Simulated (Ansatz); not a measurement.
**Twisted h-SiC/h-AlN monolayer on bilayer, 27.80° (78 atoms): support functions against a reference**

Wanted: errors and times of a linear-scaling basis for twisted h-SiC/h-AlN monolayer on bilayer, 27.80° (78 atoms). A setting counts as converged where the r.m.s. difference of forces stays under 1 % of the r.m.s. force.

Calculated with Ansatz 0.2.0; Kohn-Sham DFT, PBE+D3(BJ), PAW (set soft_2), plane waves.

### Step 1. The starting structure

The cell holds 78 atoms: 26 Si, 26 C, 13 Al and 13 N. Its edges and angles: a = 11.231 Å, b = 11.231 Å, c = 18.580 Å, α = 90.0°, β = 90.0°, γ = 120.0°. It derives from SiC and AlN. H-SiC (a = 3.1 Å) under h-AlN (a = 3.13 Å), monolayer on bilayer, commensurate cell of 13 unit cells a layer, twist 27.80 deg, both strained to the mean lattice constant; facing planes 3.19, 3.39 Å apart; 12 Å of vacuum; layers as built, displaced by a Gaussian of 0.01 Å. Regions: layer 1, 26 atoms (13 Si and 13 C); layer 2, 26 atoms (13 Si and 13 C); layer 3, 26 atoms (13 Al and 13 N). Vacuum lies along c.

Structure file:

```cif
data_structure
_symmetry_space_group_name_H-M 'P 1'
_symmetry_Int_Tables_number 1
_cell_length_a 11.2313
_cell_length_b 11.2313
_cell_length_c 18.5800
_cell_angle_alpha 90.000
_cell_angle_beta 90.000
_cell_angle_gamma 120.000
_cell_volume 2029.72
loop_
_atom_site_label
_atom_site_type_symbol
_atom_site_fract_x
_atom_site_fract_y
_atom_site_fract_z
_atom_site_occupancy
Si1 Si 0.12921 0.17975 0.32384 1
C2 C 0.17854 0.05094 0.32337 1
Si3 Si 0.20581 0.48788 0.32338 1
C4 C 0.25726 0.35848 0.32316 1
Si5 Si 0.28226 0.79498 0.32304 1
C6 C 0.33325 0.66618 0.32249 1
Si7 Si 0.35846 0.10207 0.32355 1
C8 C 0.40856 0.97543 0.32172 1
Si9 Si 0.43746 0.41160 0.32240 1
C10 C 0.48814 0.28325 0.32270 1
Si11 Si 0.51447 0.71875 0.32290 1
C12 C 0.56309 0.58946 0.32347 1
Si13 Si 0.59033 0.02541 0.32223 1
C14 C 0.64353 0.89892 0.32327 1
Si15 Si 0.66714 0.33166 0.32385 1
C16 C 0.71736 0.20480 0.32340 1
Si17 Si 0.74317 0.64093 0.32184 1
C18 C 0.79479 0.51334 0.32336 1
Si19 Si 0.82101 0.94957 0.32214 1
C20 C 0.87218 0.82091 0.32204 1
Si21 Si 0.89700 0.25750 0.32217 1
C22 C 0.94866 0.12816 0.32387 1
Si23 Si 0.97370 0.56226 0.32302 1
C24 C 0.02467 0.43584 0.32353 1
Si25 Si 0.05074 0.87100 0.32266 1
C26 C 0.10164 0.74307 0.32240 1
Si27 Si 0.25778 0.35985 0.49523 1
C28 C 0.30837 0.23121 0.49414 1
Si29 Si 0.33283 0.66577 0.49389 1
C30 C 0.38327 0.53878 0.49491 1
Si31 Si 0.40998 0.97536 0.49440 1
C32 C 0.46162 0.84606 0.49543 1
Si33 Si 0.48575 0.28044 0.49384 1
C34 C 0.53704 0.15381 0.49534 1
Si35 Si 0.56567 0.59101 0.49421 1
C36 C 0.61483 0.46118 0.49345 1
Si37 Si 0.64116 0.89758 0.49468 1
C38 C 0.69296 0.77083 0.49459 1
Si39 Si 0.71705 0.20446 0.49549 1
C40 C 0.76966 0.07656 0.49423 1
Si41 Si 0.79438 0.51337 0.49454 1
C42 C 0.84619 0.38609 0.49484 1
Si43 Si 0.87109 0.81951 0.49533 1
C44 C 0.92247 0.69003 0.49467 1
Si45 Si 0.94782 0.12752 0.49510 1
C46 C 0.99919 0.00072 0.49428 1
Si47 Si 0.02634 0.43712 0.49428 1
C48 C 0.07644 0.30589 0.49428 1
Si49 Si 0.10227 0.74318 0.49439 1
C50 C 0.15300 0.61514 0.49442 1
Si51 Si 0.17684 0.04995 0.49423 1
C52 C 0.23145 0.92185 0.49350 1
Al53 Al 0.74298 0.10297 0.67686 1
N54 N 0.79487 0.28268 0.67859 1
Al55 Al 0.66752 0.33421 0.67725 1
N56 N 0.71792 0.51386 0.67705 1
Al57 Al 0.43588 0.02474 0.67647 1
N58 N 0.48746 0.20646 0.67754 1
Al59 Al 0.58920 0.56462 0.67669 1
N60 N 0.64045 0.74262 0.67616 1
Al61 Al 0.35813 0.25616 0.67667 1
N62 N 0.41039 0.43538 0.67645 1
Al63 Al 0.12735 0.94782 0.67803 1
N64 N 0.17827 0.12696 0.67685 1
Al65 Al 0.51207 0.79529 0.67679 1
N66 N 0.56505 0.97544 0.67681 1
Al67 Al 0.27999 0.48567 0.67747 1
N68 N 0.33232 0.66755 0.67790 1
Al69 Al 0.05169 0.17882 0.67697 1
N70 N 0.10363 0.35984 0.67619 1
Al71 Al 0.82292 0.87248 0.67735 1
N72 N 0.87119 0.04900 0.67758 1
Al73 Al 0.20442 0.71819 0.67627 1
N74 N 0.25516 0.89562 0.67709 1
Al75 Al 0.97320 0.40944 0.67780 1
N76 N 0.02478 0.58877 0.67675 1
Al77 Al 0.89894 0.63945 0.67646 1
N78 N 0.94972 0.82048 0.67730 1
```

Before any run, some limits are plain. Beside vacuum, support functions can miss their usual error bounds without a warning. The Brillouin zone is sampled at Γ only, in a cell whose shortest periodic width is 10 Å.

### Step 2. Plane-wave single point

The first run fixes the reference, at a cutoff of 420 eV.

File input.yaml:

```yaml
crystal:
  lattice:
    - [11.2313, 0.0, 0.0]
    - [-5.61565, 9.72659, 0.0]
    - [0.0, 0.0, 18.58]
  atoms:
    - { symbol: Si, position: [0.12921, 0.17975, 0.32384] }
    - { symbol: C, position: [0.17854, 0.05094, 0.32337] }
    - { symbol: Si, position: [0.20581, 0.48788, 0.32338] }
    - { symbol: C, position: [0.25726, 0.35848, 0.32316] }
    [... 68 atom lines left out ...]
    - { symbol: Al, position: [0.20442, 0.71819, 0.67627] }
    - { symbol: "N", position: [0.25516, 0.89562, 0.67709] }
    - { symbol: Al, position: [0.9732, 0.40944, 0.6778] }
    - { symbol: "N", position: [0.02478, 0.58877, 0.67675] }
    - { symbol: Al, position: [0.89894, 0.63945, 0.67646] }
    - { symbol: "N", position: [0.94972, 0.82048, 0.6773] }
kpoints:
  mp_grid: { grid: [1, 1, 1] }
hamiltonian:
  xc: pbe
  dispersion: d3bj
scf:
  occupations: { method: fermi_dirac, width: 0.025 }
output:
  forces: true
  populations: true
  dos:
    method: { smearing: { sigma: 0.08 } }
    de: 0.1
    projected:
      site_lists:
        Al: [Al]
        C: [C]
        "N": ["N"]
        Si: [Si]
        layer_1: [0, 1, 2, 3, 4, 5, 6, 7, 8, 9, 10, 11, 12, 13, 14, 15, 16, 17, 18, 19, 20, 21, 22, 23, 24, 25]
        layer_2: [26, 27, 28, 29, 30, 31, 32, 33, 34, 35, 36, 37, 38, 39, 40, 41, 42, 43, 44, 45, 46, 47, 48, 49, 50, 51]
        layer_3: [52, 53, 54, 55, 56, 57, 58, 59, 60, 61, 62, 63, 64, 65, 66, 67, 68, 69, 70, 71, 72, 73, 74, 75, 76, 77]
  eigenvalues: true
  write_density: true
  write_potential: true
  volumetric_format: npy
  elf: true
```

The run is started by

```console
ansatz run input.yaml --threads 4 --pin off --max-ram 8192MiB --backend cpu --events-out ev --progress --plain --runs-dir out
```

Output:

```text
Engine: ansatz 0.2.0, aarch64-unknown-linux-gnu
Pseudopotentials: kind: paw
Pseudopotential: Si, paw, valence charge 4, recommended cutoff 420 eV (normal), Si.paw.azcp
Pseudopotential: C, paw, valence charge 4, recommended cutoff 420 eV (normal), C.paw.azcp
Pseudopotential: Al, paw, valence charge 3, recommended cutoff 420 eV (normal), Al.paw.azcp
Pseudopotential: N, paw, valence charge 5, recommended cutoff 420 eV (normal), N.paw.azcp
[... 5 lines on functional and potentials left out ...]
Crystal: 78 atoms, lattice volume = 2029.721 Å³
Basis set: ecut = 420 eV, 39681 PW (Γ), exchange–correlation on 160×160×250 points (8 copies of the dense FFT grid, shifted against one another)
Bands: 234, of which v1, the nominal top of the filled ones, is band 156 counted from 1 (155 counted from 0)
Symmetry: 1 space group operations
Space group: P1 (ITA 1), of the structure as read, at distance tolerance 1.3e-4 Å
k-points: 1
[... 9 lines on functional and potentials left out ...]
Initial density: superposition of atomic densities (neutral atoms: chi_scale 0, normalization atom), corrected by the library's trained network
Initial wavefunctions: pseudopotential atomic-orbital guess
Functional: x = pbe(κ = 0.804, μ = 0.219515), c = pbe(β = 0.066725)
SCF iter   1: F=—  HF=-35056.087992 eV  |F-HF|=—  |Δ(HF+E_count)|=         —  Δρ=2.47e-3  dr2=2.12e-1  ethr=1.77e-3  ⟨swp⟩=10.0  Hψ=1470  notcnv=0  defer=30
preconditioner: auto → Resta (q_TF=auto, 1.997 Å⁻¹)  ε∞=3.0  [insulator: Δε(μ)=2.191 eV  Ē_g=10.349 eV  σ=0.025 eV  W_gap=1.00  n_scr=286 (ndim 8)  ℏωp=14.6 eV  f_vac=0.427  D(μ)=0.00/eV (n_scr^D=0)  ε∞_Penn≈3.0  vacuum switching on, ρ_ref=7.8e-3 e/Å³]
SCF iter   2: F=—  HF=-35056.075134 eV  |F-HF|=—  |Δ(HF+E_count)|=   1.29e-2  Δρ=1.22e-3  dr2=4.26e-2  ethr=6.80e-5  ⟨swp⟩=4.0  Hψ=407  notcnv=0  defer=71
SCF iter   3: F=—  HF=-35056.081208 eV  |F-HF|=—  |Δ(HF+E_count)|=   6.07e-3  Δρ=4.96e-4  dr2=7.59e-3  ethr=1.37e-5  ⟨swp⟩=3.0  Hψ=283  notcnv=0  defer=71
SCF iter   4: F=—  HF=-35056.082260 eV  |F-HF|=—  |Δ(HF+E_count)|=   1.05e-3  Δρ=1.39e-4  dr2=3.90e-4  ethr=2.43e-6  ⟨swp⟩=2.0  Hψ=326  notcnv=0  defer=71
SCF iter   5: F=—  HF=-35056.082418 eV  |F-HF|=—  |Δ(HF+E_count)|=   1.58e-4  Δρ=8.08e-5  dr2=1.49e-4  ethr=1.25e-7  ⟨swp⟩=2.0  Hψ=318  notcnv=0  defer=71
SCF iter   6: F=—  HF=-35056.082421 eV  |F-HF|=—  |Δ(HF+E_count)|=   2.36e-6  Δρ=1.71e-5  dr2=6.04e-6  ethr=4.77e-8  ⟨swp⟩=2.0  Hψ=318  notcnv=0  defer=71
SCF iter   7: F=—  HF=-35056.082762 eV  |F-HF|=—  |Δ(HF+E_count)|=   3.41e-4  Δρ=7.90e-6  dr2=1.41e-6  ethr=1.94e-9  ⟨swp⟩=2.0  Hψ=390  notcnv=0  defer=71
SCF iter   8: F=—  HF=-35056.082762 eV  |F-HF|=—  |Δ(HF+E_count)|=   1.69e-7  Δρ=2.62e-6  dr2=1.25e-7  ethr=4.53e-10  ⟨swp⟩=2.0  Hψ=318  notcnv=0  defer=71
SCF iter   9: F=-35056.082762 eV  HF=-35056.082762 eV  |F-HF|=1.19e-9  |Δ(HF+E_count)|=   6.73e-8  Δρ=7.87e-7  dr2=1.36e-8  ethr=3.21e-11  ⟨swp⟩=27.0  Hψ=2474  notcnv=0
SCF 1 converged in 9 iterations: F = -35056.082762 eV  dr2 = 1.36e-8
  greatest PAW one-centre occupation: 0.792 electrons in one spin orbital (limit 2), on the N atom at site 75 (counted from 0), in its partial waves of l = 0
WARN: The output density's exchange-correlation potential varies sharply where the density is thin. Do not read a vacuum level from v_tot or v_xc, or from such a field of the output density. On a cell that repeats whose density bears no net charge and no dipole along the vacuum's axis use v_es (v_loc + v_h of the components); [...]
SCF converged after 9 iterations
Free energy (F): -35056.082762 eV
Harris-Foulkes:  -35056.082762 eV  (|F-HF|=1.19e-9)
Internal energy: -35056.082762 eV  (E = F + TS)
E sigma→0 (E₀):  -35056.082762 eV
Fermi energy:    1.641141 eV
--- Per-component energies (eV) ---
  E_band       = -1535.281770
  E_kinetic    = 5441.839765
  E_local      = -68477.320770  (includes V_loc(G=0)·N_el)
  E_nonlocal   = 2091.679600
  E_hartree    = 32045.688190
  E_xc         = -3993.449790
  E_vxc        = -4144.521687  (∫ρ·V_xc dr)
  E_paw        = -23648.692629  (= ΣΔE_a)
  E_vpaw       = -538.337977  (= ΣTr[D̂ρ^β])
  E_aug_tail   = 0.001597  (compensation charges beyond the density's cutoff)
  E_ewald      = 21498.943184
  E_disp       = -14.771910  (pairwise vdW)
  E_smearing   = -0.000000  (= −TS)
  E_closure    = -0.000000  (closes the sum)
  Σ components = -35056.082762   (vs F -35056.082762, Δ=0.00e0)
--- Forces (eV/Å), atoms counted from 1 ---
  atom   1  Si    -0.35597673    -0.07441068     0.11615853
  atom   2  C      0.24760425    -0.07642989    -0.02186757
  atom   3  Si    -0.04783525    -0.51650820     0.12445701
  atom   4  C     -0.17822248     0.37340868    -0.07525854
  atom   5  Si    -0.28393567    -0.04404595     0.08020656
  atom   6  C      0.23616293     0.44526617    -0.01248605
  atom   7  Si    -0.39080528     0.63888232     0.05351161
  atom   8  C      1.04613848    -0.39849419     0.00945366
  atom   9  Si    -0.22533290    -0.46786527     0.23224066
  atom  10  C      0.06269785    -0.41164373    -0.00292210
  atom  11  Si    -0.37490155     0.06733063     0.15948334
  atom  12  C      0.36375595     0.38463286    -0.13684766
  atom  13  Si    -0.53702952    -0.07170598     0.22071359
  atom  14  C     -0.56613574    -0.38310545    -0.13793687
[...]
atom  77  Al    -0.82968914     0.39239499    -0.22738745
  atom  78  N     -0.06776451    -0.42374272     0.07597936
  max |Σ_I F_I| component: 1.16e-4 eV/Å
--- Band table (eV) ---
  k-point 0: bands = ["-13.5223", "-13.3986", "-12.8796", "-12.7313", [... 218 levels ...], "6.5156", "6.5401", "6.5611", "6.5683", "6.6442", "6.9726", "7.0445", "7.0653", "7.0906", "7.1744", "7.1918", "7.2571"]
--- Löwdin populations: 78 sites ---
  site symbol       q [e]
     0     Si      2.8893
     1      C      4.9884
     2     Si      2.8935
[...]
77      N      6.0891
  spilling = 0.011364 (of n_electrons = 312.000000)
```

It took 20 s on 4 threads of Arm Neoverse V2, shared host; peak memory 1.9 GiB; 75 s of CPU time.

The program notes that the exchange-correlation potential is rough where the density is thin.

Numbers from this run:

| Quantity | Value |
| --- | --- |
| free energy | -35056.0828 eV |
| free energy per atom | -449.4370 eV/atom |
| SCF cycles | 9 |
| r.m.s. force component | 0.3203 eV/Å |
| longest force | 1.12 eV/Å |
| Fermi energy | 1.641 eV |
| gap (highest filled to lowest empty level) | 2.078 eV |
| potential in mid-vacuum, over the Fermi level | 3.874 eV |
| potential 4.5 Å over the upper face | 3.931 eV |
| potential 4.5 Å under the lower face | 3.823 eV |
| spilling of the projection | 0.01136 |

The r.m.s. force component of 0.32 eV/Å sets the scale for the differences below.

### Step 3. Support functions low

With localised support functions most steps grow linearly with size, though the diagonalisation grows faster unless the density matrix is cut; this run measures error and cost at this size.

This step: Kohn-Sham DFT, PBE+D3(BJ), PAW (set soft_2), localised support functions (low) (Ansatz 0.2.0).

input.yaml, the sections that differ from step 2:

```yaml
scf:
  occupations: { method: fermi_dirac, width: 0.025 }
  eigensolver: { kind: { support_functions: { accuracy: low } } }
  mixing: { beta: 0.4 }
  max_iter: 150
output:
  forces: true
  eigenvalues: true
# crystal, kpoints, hamiltonian: as in step 2
```

Output:

```text
Warning: scf.eigensolver.kind.support_functions: disabling space-group detection — the functions' gradient is summed over unrotated k-points, so no spatial operation reduces the k-mesh or symmetrises the density; time reversal is kept, so that k and −k are solved as one point where they differ and the mesh holds both, and exact exchange and, on two spinor components, a DFT+U term hold to it where the run has them: [...]
settings of this run that can trade accuracy for cost: scf.eigensolver.kind.support_functions; scf.eigensolver.kind.support_functions.accuracy: low [...]
[...]
Crystal: 78 atoms, lattice volume = 2029.721 Å³
Basis set: ecut = 420 eV, 39681 PW (Γ), exchange–correlation on 160×160×250 points (8 copies of the dense FFT grid, shifted against one another)
Bands: 188, of which v1, the nominal top of the filled ones, is band 156 counted from 1 (155 counted from 0)
Symmetry: 1 space group operations
k-points: 1
[...]
SCF iter   1: F=—  HF=-35125.502729 eV  |F-HF|=—  |Δ(HF+E_count)|=         —  Δρ=1.13e-1  dr2=3.51e2  ethr=1.00e-1
[...]
SCF iter  12: F=—  HF=-35056.248134 eV  |F-HF|=—  |Δ(HF+E_count)|=   5.74e-4  Δρ=4.00e-5  dr2=4.81e-5  ethr=3.32e-8  κ⁻¹=3.4e-6(r=7)
SCF iter  13: F=-35056.248562 eV  HF=-35056.248562 eV  |F-HF|=3.29e-7  |Δ(HF+E_count)|=   4.28e-4  Δρ=1.43e-5  dr2=3.38e-6  ethr=1.54e-8
SCF 1 converged in 13 iterations: F = -35056.253093 eV  dr2 = 3.38e-6
[...]
SCF converged after 13 iterations
Stability not checked: this state was not tested for a lower state beside it, because the mixer in use, unlike msr1, does not test its closes by its own steps (another_mixer; see scf.mixing.algorithm and scf.lower_state_search)
Free energy (F): -35056.253093 eV
[...]
Internal energy: -35056.253093 eV  (E = F + TS)
E sigma→0 (E₀):  -35056.253093 eV
Fermi energy:    1.641035 eV
[...]
Σ components = -35056.253093   (vs F -35056.253093, Δ=0.00e0)
--- Forces (eV/Å), atoms counted from 1 ---
  atom   1  Si    -0.35594144    -0.07438492     0.11606339
  atom   2  C      0.24773493    -0.07635441    -0.02151268
  atom   3  Si    -0.04786956    -0.51622429     0.12440364
  atom   4  C     -0.17818093     0.37324558    -0.07498469
[...]
atom  78  N     -0.06773647    -0.42397619     0.07611124
  max |Σ_I F_I| component: 1.89e-3 eV/Å
--- Band table (eV) ---
[...]
```

Run time: 1.7 min. Hardware: 4 threads; peak memory 3.8 GiB.

The program notes that the band table was not solved further than the SCF left it and it switched symmetry off.

Keys that differ from the reference: support_functions.accuracy = "low", scf.max_iter = 150 and scf.mixing.beta = 0.4.

Forces differ from the reference by 0.20 meV/Å r.m.s., 0.062 % of their size, well within a tolerance of 1 %; the energy by -2.2 meV/atom. It took roughly 5.1 times the reference's time (one timing each, with unlike analyses asked), in 13 cycles against 9.

### Step 4. Support functions medium

The cell is solved in localised support functions.

This step: Kohn-Sham DFT, PBE+D3(BJ), PAW (set soft_2), localised support functions (medium) (Ansatz 0.2.0).

input.yaml, the sections that differ from step 3:

```yaml
scf:
  occupations: { method: fermi_dirac, width: 0.025 }
  eigensolver: { kind: { support_functions: { accuracy: medium } } }
  mixing: { beta: 0.4 }
  max_iter: 150
# crystal, kpoints, hamiltonian, output: as in step 3
```

Output:

```text
[...]
Crystal: 78 atoms, lattice volume = 2029.721 Å³
Basis set: ecut = 420 eV, 39681 PW (Γ), exchange–correlation on 160×160×250 points (8 copies of the dense FFT grid, shifted against one another)
Bands: 188, of which v1, the nominal top of the filled ones, is band 156 counted from 1 (155 counted from 0)
Symmetry: 1 space group operations
k-points: 1
[...]
SCF iter   1: F=—  HF=-35125.503539 eV  |F-HF|=—  |Δ(HF+E_count)|=         —  Δρ=1.13e-1  dr2=3.51e2  ethr=1.00e-1
[...]
SCF iter  14: F=—  HF=-35056.249388 eV  |F-HF|=—  |Δ(HF+E_count)|=   3.08e-4  Δρ=1.01e-5  dr2=2.67e-6  ethr=1.09e-9  κ⁻¹=1.7e-5(r=7)
SCF iter  15: F=-35056.249388 eV  HF=-35056.249389 eV  |F-HF|=1.86e-7  |Δ(HF+E_count)|=   2.04e-7  Δρ=4.25e-6  dr2=6.71e-7  ethr=8.54e-10
SCF 1 converged in 15 iterations: F = -35056.253095 eV  dr2 = 6.71e-7
[...]
SCF converged after 15 iterations
[...]
Free energy (F): -35056.253095 eV
[...]
Internal energy: -35056.253095 eV  (E = F + TS)
E sigma→0 (E₀):  -35056.253095 eV
Fermi energy:    1.641361 eV
[...]
Σ components = -35056.253095   (vs F -35056.253095, Δ=0.00e0)
--- Forces (eV/Å), atoms counted from 1 ---
  atom   1  Si    -0.35592643    -0.07430048     0.11619732
  atom   2  C      0.24765740    -0.07637444    -0.02162981
  atom   3  Si    -0.04780502    -0.51625378     0.12450401
  atom   4  C     -0.17822763     0.37324782    -0.07503926
[...]
atom  78  N     -0.06777494    -0.42400131     0.07612261
  max |Σ_I F_I| component: 2.17e-3 eV/Å
--- Band table (eV) ---
[...]
```

Run time: 1.8 min. Hardware: 4 threads; peak memory 3.9 GiB; 7.1 min of CPU time.

Keys that differ from the reference: support_functions.accuracy = "medium", scf.max_iter = 150 and scf.mixing.beta = 0.4.

Forces differ from the reference by 0.18 meV/Å r.m.s., 0.056 % of their size, well within a tolerance of 1 %; the energy by -2.2 meV/atom. It took roughly 5.5 times the reference's time (one timing each, with unlike analyses asked), in 15 cycles against 9.

### Step 5. Support functions high

With localised support functions most steps grow linearly with size, though the diagonalisation grows faster unless the density matrix is cut; this run measures error and cost at this size.

This step: Kohn-Sham DFT, PBE+D3(BJ), PAW (set soft_2), localised support functions (high) (Ansatz 0.2.0).

input.yaml, the sections that differ from step 4:

```yaml
scf:
  occupations: { method: fermi_dirac, width: 0.025 }
  eigensolver: { kind: { support_functions: { accuracy: high } } }
  mixing: { beta: 0.4 }
  max_iter: 150
# crystal, kpoints, hamiltonian, output: as in step 4
```

Output:

```text
[...]
Crystal: 78 atoms, lattice volume = 2029.721 Å³
Basis set: ecut = 420 eV, 39681 PW (Γ), exchange–correlation on 180×180×300 points (8 copies of the dense FFT grid, shifted against one another)
Bands: 188, of which v1, the nominal top of the filled ones, is band 156 counted from 1 (155 counted from 0)
Symmetry: 1 space group operations
k-points: 1
[...]
SCF iter   1: F=—  HF=-35126.641843 eV  |F-HF|=—  |Δ(HF+E_count)|=         —  Δρ=1.13e-1  dr2=3.52e2  ethr=1.00e-1
[...]
SCF iter  23: F=—  HF=-35056.250527 eV  |F-HF|=—  |Δ(HF+E_count)|=   3.34e-5  Δρ=1.30e-7  dr2=5.49e-10  ethr=1.00e-12  κ⁻¹=2.0e-5(r=7)
SCF iter  24: F=-35056.250536 eV  HF=-35056.250536 eV  |F-HF|=1.46e-11  |Δ(HF+E_count)|=   9.42e-6  Δρ=7.43e-8  dr2=1.73e-10  ethr=1.00e-12
SCF 1 converged in 24 iterations: F = -35056.250840 eV  dr2 = 1.73e-10
[...]
SCF converged after 24 iterations
[...]
Free energy (F): -35056.250840 eV
[...]
Internal energy: -35056.250840 eV  (E = F + TS)
E sigma→0 (E₀):  -35056.250840 eV
Fermi energy:    1.641079 eV
[...]
Σ components = -35056.250840   (vs F -35056.250840, Δ=0.00e0)
--- Forces (eV/Å), atoms counted from 1 ---
  atom   1  Si    -0.35588754    -0.07440380     0.11614164
  atom   2  C      0.24760065    -0.07634053    -0.02171991
  atom   3  Si    -0.04780301    -0.51640653     0.12443624
  atom   4  C     -0.17831354     0.37336050    -0.07510224
[...]
atom  78  N     -0.06780755    -0.42394777     0.07598342
  max |Σ_I F_I| component: 1.41e-4 eV/Å
--- Band table (eV) ---
[...]
```

Run time: 9.5 min. Hardware: 4 threads; peak memory 7.3 GiB.

Keys that differ from the reference: support_functions.accuracy = "high", scf.max_iter = 150 and scf.mixing.beta = 0.4.

Forces differ from the reference by 0.15 meV/Å r.m.s., 0.047 % of their size, well within a tolerance of 1 %; the energy by -2.2 meV/atom. It took roughly 28 times the reference's time (one timing each, with unlike analyses asked), in 24 cycles against 9.

[end of part 1 of 3]

[Long decimals in the printed logs are rounded to 6 places.]

[Logs are printed without paths, hosts, clocks, repeated set-up lines and the standing remarks that a program may print on its own settings, such as how far it seeks lower states.]

[Hosts, paths, dates, database ids (printed as entryN), source tags and the programs' standing remarks are cut or masked in the printed files.]
